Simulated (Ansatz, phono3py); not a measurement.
# ZnO (zincite, P6_3mc): thermal conductivity with phono3py, part 2 of 5

The second- and third-order constants of ZnO (zincite) come from an earlier supercell run; what does phono3py make of them?

What experiment has found for this phase:
- thermal conductivity 60 W/m/K near room temperature (given in “Combining the AFLOW GIBBS and Elastic Libraries to efficiently and robustly screen thermo-mechanical properties of solids”, 2017, arXiv:1611.05714)

Ansatz 0.2.0 and phono3py 4.10.0; DFT r2SCAN, scalar-relativistic, plane waves, PAW; PAW set soft_1 (the session's first sound run).

So far, κ at 300 K (W/m/K): step 3 (relaxation-time solution) 41.9; step 5 (isotopes none) 46.6.

### 6. Another q-mesh, third order supercell 3×3×2, supercell 3×3×2

Level of this step: DFT r2SCAN, scalar-relativistic, plane waves, PAW; PAW set soft_1; phono3py on Ansatz's force constants (phono3py).

The q-mesh of the transport sums changes, with the same scattering terms.

phono3py.yaml

```yaml
phono3py:
  version: "4.10.0"
  frequency_unit_conversion_factor: 15.633302
  symmetry_tolerance: 1.00000e-05

physical_unit:
  atomic_mass: "AMU"
  length: "angstrom"

space_group:
  type: "P6_3mc"
  number: 186
  Hall_symbol: "P 6c -2c"

primitive_matrix:
- [  1.000000000000000,  0.000000000000000,  0.000000000000000 ]
- [  0.000000000000000,  1.000000000000000,  0.000000000000000 ]
- [  0.000000000000000,  0.000000000000000,  1.000000000000000 ]

supercell_matrix:
- [   3,   0,   0 ]
- [   0,   3,   0 ]
- [   0,   0,   2 ]

# [primitive_cell block left out]
unit_cell:
  lattice:
  - [     3.235278434611806,     0.000000000000000,     0.000000000000000 ] # a
  - [    -1.617639217305903,     2.801833312689776,     0.000000000000000 ] # b
  - [     0.000000000000000,     0.000000000000000,     5.211218981100000 ] # c
  points:
  - symbol: Zn # 1
    coordinates: [  0.333333333333333,  0.666666666666667,  0.499671518400000 ]
    mass: 65.380000
    reduced_to: 1
  - symbol: Zn # 2
    coordinates: [  0.666666666666667,  0.333333333333333, -0.000328481600000 ]
    mass: 65.380000
    reduced_to: 2
  - symbol: O # 3
    coordinates: [  0.666666666666667,  0.333333333333333,  0.379338481600000 ]
    mass: 15.999000
    reduced_to: 3
  - symbol: O # 4
    coordinates: [  0.333333333333333,  0.666666666666667,  0.879338481600000 ]
    mass: 15.999000
    reduced_to: 4

# [supercell block left out]
phonon_supercell_matrix:
- [   3,   0,   0 ]
- [   0,   3,   0 ]
- [   0,   0,   2 ]

# [phonon_primitive_cell block left out]
# [phonon_supercell block left out]
nac:
  born_effective_charge:
  - # 1 (Zn)
    - [  2.087571553294039,  0.000000000000000,  0.000000000000000 ]
    - [  0.000000000000000,  2.087571553294039,  0.000000000000000 ]
    - [  0.000000000000001,  0.000000000000000,  2.137260761707632 ]
  - # 2 (Zn)
    - [  2.087571553294039,  0.000000000000000,  0.000000000000001 ]
    - [  0.000000000000000,  2.087571553294039,  0.000000000000000 ]
    - [  0.000000000000001,  0.000000000000000,  2.137260761707632 ]
  - # 3 (O)
    - [ -2.087571553294039,  0.000000000000000, -0.000000000000001 ]
    - [  0.000000000000000, -2.087571553294039,  0.000000000000000 ]
    - [  0.000000000000000,  0.000000000000000, -2.137260761707632 ]
  - # 4 (O)
    - [ -2.087571553294038,  0.000000000000000, -0.000000000000001 ]
    - [  0.000000000000000, -2.087571553294040,  0.000000000000000 ]
    - [ -0.000000000000001,  0.000000000000000, -2.137260761707632 ]
  dielectric_constant:
    - [  4.336310970629733,  0.000000000000000,  0.000000000000001 ]
    - [  0.000000000000000,  4.336310970629734,  0.000000000000000 ]
    - [  0.000000000000001,  0.000000000000000,  4.398728070535258 ]
  unit_conversion_factor: 14.399645
```

Run with:

```bash
$ phono3py phono3py.yaml --mesh 5 5 3 --br --isotope --ts 100 300 600
```

The program printed:

```text
[banner, memory and clock lines left out]
Rust backend (phonors) using rayon (8 threads).
Running in phono3py.load mode.
Spglib version 2.8.0
----------------------------- General settings -----------------------------
Run mode: conductivity-RTA
HDF5 data compression filter: gzip
Crystal structure was read from "phono3py.yaml".
Supercell (dim): [3 3 2]
Phonon supercell (dim-fc2): [3 3 2]
Primitive matrix:
  [1. 0. 0.]
  [0. 1. 0.]
  [0. 0. 1.]
Spacegroup: P6_3mc (186)
Use -v option to watch primitive cell, unit cell, and supercell structures.
NAC parameters were read from "phono3py.yaml".
fc3 was read from "fc3.hdf5".
fc2 was read from "fc2.hdf5".
----------------------------- Force constants ------------------------------
Max drift of fc3: -0.00000200 (xxy) -0.00000200 (xxy) -0.00000200 (xyx)
Max drift of fc2: 0.00000600 (zz) 0.00000600 (zz)
--------------------------- Calculation settings ---------------------------
Non-analytical term correction (NAC): True
NAC unit conversion factor:  14.39964
BZ integration: Tetrahedron-method
Temperature:  100.0  300.0  600.0
Cutoff frequency: 0.01
Mesh sampling: [ 5 5 3 ]
Generating grid system ... [ 5 5 3 ]
fc3-r2q-transformation over three atoms: True
--------------------------- Phonon calculations ----------------------------
  PRB 50, 13035(R) (1994), PRB 55, 10355 (1997)
  G-cutoff distance: 1.15, Number of G-points: 311, Lambda: 0.25
Running harmonic phonon calculations...
-------------------- Lattice thermal conductivity (RTA) --------------------
Running heat capacity calculations...
Running velocity calculations...
Running isotope scattering calculations with tetrahedron method...
======================= Grid point 0 (1/10) =======================
q-point: ( 0.00  0.00  0.00)
Boundary mean free path (millimeter): 1000.000
Mass variance parameters: 5.98e-04 5.98e-04 3.36e-05 3.36e-05
Number of triplets: 10
Frequency     group velocity (x, y, z)     |gv|
  -0.002   (   0.000    0.000    0.000)    0.000
   0.004   (   0.000   -0.000    0.000)    0.000
   0.006   (  -0.000    0.000    0.000)    0.000
   2.752   (   0.000    0.000   -0.000)    0.000
   2.752   (   0.000    0.000    0.000)    0.000
   7.737   (   0.000    0.000    0.000)    0.000
  11.161   (   0.000   -0.000    0.000)    0.000
  11.833   (   0.000   -0.000    0.000)    0.000
  11.833   (   0.000    0.000   -0.000)    0.000
  12.800   (  -0.000   -0.000   -0.000)    0.000
  12.800   (   0.000   -0.000    0.000)    0.000
  16.266   (   0.000    0.000   -0.000)    0.000
======================= Grid point 1 (2/10) =======================
q-point: ( 0.20  0.00  0.00)
Boundary mean free path (millimeter): 1000.000
Mass variance parameters: 5.98e-04 5.98e-04 3.36e-05 3.36e-05
Number of triplets: 18
Frequency     group velocity (x, y, z)     |gv|
   1.558   (  17.015    9.824    0.000)   19.648
   1.828   (  21.540   12.436    0.000)   24.873
   3.017   (   9.973    5.758    0.000)   11.515
   3.963   (  43.204   24.944    0.000)   49.887
[...]
[7 grid points left out]
======================= Grid point 38 (10/10) =======================
q-point: ( 0.40  0.20  0.33)
Boundary mean free path (millimeter): 1000.000
Mass variance parameters: 5.98e-04 5.98e-04 3.36e-05 3.36e-05
Number of triplets: 24
Frequency     group velocity (x, y, z)     |gv|
[...]
7.500   (   1.673   -2.898   10.678)   11.190
   7.700   (   3.254   -5.635    4.910)    8.152
  13.060   (  -0.929    1.609   -1.467)    2.367
  13.501   (   3.379   -5.853  -14.762)   16.236
  14.201   (  -9.689   16.782   10.611)   22.094
  14.827   (  -8.850   15.328   -6.843)   18.976
  16.112   (   4.873   -8.440    4.608)   10.780
  16.247   (   5.365   -9.293    1.186)   10.796
=================== End of collection of collisions ===================
----------- Thermal conductivity (W/m-k) with tetrahedron method -----------
#  T(K)        xx         yy         zz         yz         xz         xy
  100.0      80.263     80.263    117.804     -0.000     -0.000     -0.000
  300.0      27.439     27.439     37.629     -0.000     -0.000     -0.000
  600.0      13.818     13.818     18.382     -0.000     -0.000     -0.000

Thermal conductivity related properties were written into
"kappa-m553.hdf5".
Summary of calculation was written in "phono3py.yaml".
```

Elapsed: 1.2 s, on 8 threads of Intel Xeon at 2.70GHz, shared host; peak memory 0.08 GiB.

Numbers from this step:

| Quantity | Value |
| --- | --- |
| κ at 300 K | 30.84 W/m/K |
| κ xx, yy, zz at 300 K | 27.44, 27.44, 37.63 W/m/K |

W/m/K. Kappa, by row:

| T (K) | xx | yy | zz | yz | xz | xy |
| --- | --- | --- | --- | --- | --- | --- |
| 100 | 80.26 | 80.26 | 117.8 | 0 | 0 | 0 |
| 300 | 27.44 | 27.44 | 37.63 | 0 | 0 | 0 |
| 600 | 13.82 | 13.82 | 18.38 | 0 | 0 | 0 |

This mesh is too coarse for the transport sums: κ at 300 K comes out at 30.8 against 41.9 W/(m K) in the base run.

### 7. Another q-mesh, third order supercell 3×3×2, supercell 3×3×2 (run 2)

The q-mesh of the transport sums changes, with the same scattering terms.

phono3py.yaml is that of step 6.

Run with:

```bash
$ phono3py phono3py.yaml --mesh 7 7 5 --br --isotope --ts 100 300 600
```

The program printed:

```text
[banner, memory and clock lines left out]
Rust backend (phonors) using rayon (8 threads).
Running in phono3py.load mode.
Spglib version 2.8.0
----------------------------- General settings -----------------------------
Run mode: conductivity-RTA
HDF5 data compression filter: gzip
Crystal structure was read from "phono3py.yaml".
Supercell (dim): [3 3 2]
Phonon supercell (dim-fc2): [3 3 2]
Primitive matrix:
  [1. 0. 0.]
  [0. 1. 0.]
  [0. 0. 1.]
Spacegroup: P6_3mc (186)
Use -v option to watch primitive cell, unit cell, and supercell structures.
[...]
16.033   (  -3.166   -5.484    3.301)    7.141
  16.078   (  -4.311   -7.467    0.547)    8.639
=================== End of collection of collisions ===================
----------- Thermal conductivity (W/m-k) with tetrahedron method -----------
#  T(K)        xx         yy         zz         yz         xz         xy
  100.0      92.913     92.913    144.376     -0.000     -0.000     -0.000
  300.0      32.328     32.328     44.560     -0.000     -0.000     -0.000
  600.0      16.184     16.184     21.840     -0.000     -0.000     -0.000

Thermal conductivity related properties were written into
"kappa-m775.hdf5".
Summary of calculation was written in "phono3py.yaml".
```

Run time: 2 s. Hardware: 8 threads; peak memory 0.08 GiB.

W/m/K. Kappa, by row:

| T (K) | xx | yy | zz | yz | xz | xy |
| --- | --- | --- | --- | --- | --- | --- |
| 100 | 92.91 | 92.91 | 144.4 | 0 | 0 | 0 |
| 300 | 32.33 | 32.33 | 44.56 | 0 | 0 | 0 |
| 600 | 16.18 | 16.18 | 21.84 | 0 | 0 | 0 |

κ at 300 K goes from 41.9 in the base run to 36.4 W/(m K).

### 8. Another q-mesh, third order supercell 3×3×2, supercell 3×3×2 (run 3)

The q-mesh of the transport sums changes, with the same scattering terms.

phono3py.yaml is that of step 7.

Run with:

```bash
$ phono3py phono3py.yaml --mesh 11 11 7 --br --isotope --ts 100 300 600
```

The program printed:

```text
[banner, memory and clock lines left out]
Rust backend (phonors) using rayon (8 threads).
Running in phono3py.load mode.
Spglib version 2.8.0
----------------------------- General settings -----------------------------
Run mode: conductivity-RTA
HDF5 data compression filter: gzip
Crystal structure was read from "phono3py.yaml".
Supercell (dim): [3 3 2]
Phonon supercell (dim-fc2): [3 3 2]
Primitive matrix:
  [1. 0. 0.]
  [0. 1. 0.]
  [0. 0. 1.]
Spacegroup: P6_3mc (186)
Use -v option to watch primitive cell, unit cell, and supercell structures.
[...]
15.979   (   3.828   -6.630    2.826)    8.161
  16.014   (   4.833   -8.371    0.340)    9.671
=================== End of collection of collisions ===================
----------- Thermal conductivity (W/m-k) with tetrahedron method -----------
#  T(K)        xx         yy         zz         yz         xz         xy
  100.0     117.105    117.105    148.716      0.000     -0.000     -0.000
  300.0      38.263     38.263     44.687      0.000     -0.000     -0.000
  600.0      18.797     18.797     21.622      0.000     -0.000     -0.000

Thermal conductivity related properties were written into
"kappa-m11117.hdf5".
Summary of calculation was written in "phono3py.yaml".
```

The job ended after 7.2 s (8 threads; peak memory 0.09 GiB).

κ at 300 K goes from 41.9 in the base run to 40.4 W/(m K).

### 9. Another q-mesh, third order supercell 3×3×2, supercell 3×3×2 (run 4)

The q-mesh of the transport sums changes, with the same scattering terms.

phono3py.yaml is that of step 8.

Run with:

```bash
$ phono3py phono3py.yaml --mesh 15 15 9 --br --isotope --ts 100 300 600
```

The program printed:

```text
[banner, memory and clock lines left out]
Rust backend (phonors) using rayon (8 threads).
Running in phono3py.load mode.
Spglib version 2.8.0
----------------------------- General settings -----------------------------
Run mode: conductivity-RTA
HDF5 data compression filter: gzip
Crystal structure was read from "phono3py.yaml".
Supercell (dim): [3 3 2]
Phonon supercell (dim-fc2): [3 3 2]
Primitive matrix:
  [1. 0. 0.]
  [0. 1. 0.]
  [0. 0. 1.]
Spacegroup: P6_3mc (186)
Use -v option to watch primitive cell, unit cell, and supercell structures.
[...]
15.909   (  -0.144   -0.250    1.495)    1.522
  15.909   (   0.144    0.250    1.495)    1.522
=================== End of collection of collisions ===================
----------- Thermal conductivity (W/m-k) with tetrahedron method -----------
#  T(K)        xx         yy         zz         yz         xz         xy
  100.0     125.514    125.514    151.927     -0.000     -0.000     -0.000
  300.0      39.985     39.985     45.188     -0.000     -0.000     -0.000
  600.0      19.565     19.565     21.837     -0.000     -0.000     -0.000

Thermal conductivity related properties were written into
"kappa-m15159.hdf5".
Summary of calculation was written in "phono3py.yaml".
```

Elapsed: 32 s, on 8 threads; peak memory 0.09 GiB.

κ at 300 K goes from 41.9 in the base run to 41.7 W/(m K).

### 10. Another q-mesh, third order supercell 3×3×2, supercell 3×3×2 (run 5)

The q-mesh of the transport sums changes, with the same scattering terms.

phono3py.yaml is that of step 9.

Run with:

```bash
$ phono3py phono3py.yaml --mesh 21 21 11 --br --isotope --ts 100 300 600
```

The program printed:

```text
[banner, memory and clock lines left out]
Rust backend (phonors) using rayon (8 threads).
Running in phono3py.load mode.
Spglib version 2.8.0
----------------------------- General settings -----------------------------
Run mode: conductivity-RTA
HDF5 data compression filter: gzip
Crystal structure was read from "phono3py.yaml".
Supercell (dim): [3 3 2]
Phonon supercell (dim-fc2): [3 3 2]
Primitive matrix:
  [1. 0. 0.]
  [0. 1. 0.]
  [0. 0. 1.]
Spacegroup: P6_3mc (186)
Use -v option to watch primitive cell, unit cell, and supercell structures.
[...]
15.912   (  -0.119   -0.207    1.224)    1.247
  15.912   (   0.119    0.207    1.224)    1.247
=================== End of collection of collisions ===================
----------- Thermal conductivity (W/m-k) with tetrahedron method -----------
#  T(K)        xx         yy         zz         yz         xz         xy
  100.0     128.268    128.268    154.626      0.000     -0.000     -0.000
  300.0      40.542     40.542     45.175      0.000     -0.000     -0.000
  600.0      19.824     19.824     21.776      0.000     -0.000     -0.000

Thermal conductivity related properties were written into
"kappa-m212111.hdf5".
Summary of calculation was written in "phono3py.yaml".
```

Run time: 2.3 min. Hardware: 8 threads; peak memory 0.11 GiB; 18 min of CPU time.

κ at 300 K goes from 41.9 in the base run to 42.1 W/(m K).

### 11. Another q-mesh, third order supercell 3×3×2, supercell 3×3×2 (run 6)

The q-mesh of the transport sums changes, with the same scattering terms.

phono3py.yaml is that of step 10.

Run with:

```bash
$ phono3py phono3py.yaml --mesh 25 25 13 --br --isotope --ts 100 300 600
```

The program printed:

```text
[banner, memory and clock lines left out]
Rust backend (phonors) using rayon (8 threads).
Running in phono3py.load mode.
Spglib version 2.8.0
----------------------------- General settings -----------------------------
Run mode: conductivity-RTA
HDF5 data compression filter: gzip
Crystal structure was read from "phono3py.yaml".
Supercell (dim): [3 3 2]
Phonon supercell (dim-fc2): [3 3 2]
Primitive matrix:
  [1. 0. 0.]
  [0. 1. 0.]
  [0. 0. 1.]
Spacegroup: P6_3mc (186)
Use -v option to watch primitive cell, unit cell, and supercell structures.
[...]
15.931   (  -2.007   -3.476    0.999)    4.137
  15.931   (  -2.202   -3.814    0.961)    4.507
=================== End of collection of collisions ===================
----------- Thermal conductivity (W/m-k) with tetrahedron method -----------
#  T(K)        xx         yy         zz         yz         xz         xy
  100.0     127.965    127.965    155.670     -0.000      0.000     -0.000
  300.0      40.351     40.351     44.894     -0.000      0.000     -0.000
  600.0      19.723     19.723     21.597     -0.000      0.000     -0.000

Thermal conductivity related properties were written into
"kappa-m252513.hdf5".
Summary of calculation was written in "phono3py.yaml".
```

Run time: 5.9 min. Hardware: 8 threads; peak memory 0.14 GiB; 46 min of CPU time.

κ at 300 K goes from 41.9 in the base run to 41.9 W/(m K).

### 12. Mesh convergence

This step: DFT r2SCAN, scalar-relativistic, plane waves, PAW; PAW set soft_1 (phono3py 4.10.0).

Series, by row:

| q mesh | kappa at 100 K (W/m/K) | kappa at 300 K (W/m/K) | kappa at 600 K (W/m/K) | seconds |
| --- | --- | --- | --- | --- |
| 5x5x3 | 92.77 | 30.84 | 15.34 | 1.16 |
| 7x7x5 | 110.1 | 36.41 | 18.07 | 2.05 |
| 11x11x7 | 127.6 | 40.4 | 19.74 | 7.23 |
| 15x15x9 | 134.3 | 41.72 | 20.32 | 31.64 |
| 21x21x11 | 137.1 | 42.08 | 20.47 | 138.9 |
| 25x25x13 | 137.2 | 41.86 | 20.35 | 356.4 |

[end of part 2 of 5]

[Logs are printed without paths, hosts, clocks, repeated set-up lines and the standing remarks that a program may print on its own settings, such as how far it seeks lower states.]

[Hosts, paths, dates, database ids (printed as entryN), source tags and the programs' standing remarks are cut or masked in the printed files.]

[A step with changed settings may run another functional than the one named; its input shows which.]
